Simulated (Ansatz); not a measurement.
An input for Ansatz 0.2.0 (KSrCeNbO6 (F-43m)):

```yaml
crystal:
  lattice:
    - [0.0, 4.25313035, 4.25313035]
    - [4.25313035, 0.0, 4.25313035]
    - [4.25313035, 4.25313035, 0.0]
  atoms:
    - { symbol: K, position: [0.75, 0.75, 0.75] }
    - { symbol: Sr, position: [0.25, 0.25, 0.25] }
    - { symbol: Ce, position: [0.0, 0.0, 0.0] }
    - { symbol: Nb, position: [0.5, 0.5, 0.5] }
    - { symbol: O, position: [0.73719106, 0.26280894, 0.26280894] }
    - { symbol: O, position: [0.26280894, 0.73719106, 0.73719106] }
    - { symbol: O, position: [0.73719106, 0.73719106, 0.26280894] }
    - { symbol: O, position: [0.26280894, 0.26280894, 0.73719106] }
    - { symbol: O, position: [0.26280894, 0.73719106, 0.26280894] }
    - { symbol: O, position: [0.73719106, 0.26280894, 0.73719106] }
kpoints:
  mp_grid: { grid: [4, 4, 4] }
hamiltonian:
  xc: pbe
  pseudopotentials: { kind: paw, azcp: { folder: soft_1 } }
scf:
  occupations: { method: fixed }
dielectric: {}
```

```sh
ansatz run input.yaml --threads 2 --pin off --max-ram 92160MiB --backend cuda --events-out ev --progress --plain --runs-dir out --devices 1 --max-vram 13GiB
```

**Question.** Estimate wall time and host memory on 1 × NVIDIA H100 80GB HBM3 (shared by 6 runs) with 2 threads of AMD EPYC 7R13 (Zen 3), shared host.

It took 44 s; on shared hardware allow 22 s to 88 s. Peak host memory was 1.6 GiB.

[Paths, hosts, dates, memory and timing lines, banners, echoed tables and standing remarks are left out of the program output.]

[Logs are printed without paths, hosts, clocks, repeated set-up lines and the standing remarks that a program may print on its own settings, such as how far it seeks lower states.]

[Runs of the session that timed out or met a known fault of the program may be left out.]

[Cells called generated may have been cut or substituted from an entry of the Crystallography Open Database or the Materials Project.]

[Hosts, paths, dates, database ids (printed as entryN), source tags and the programs' standing remarks are cut or masked in the printed files.]
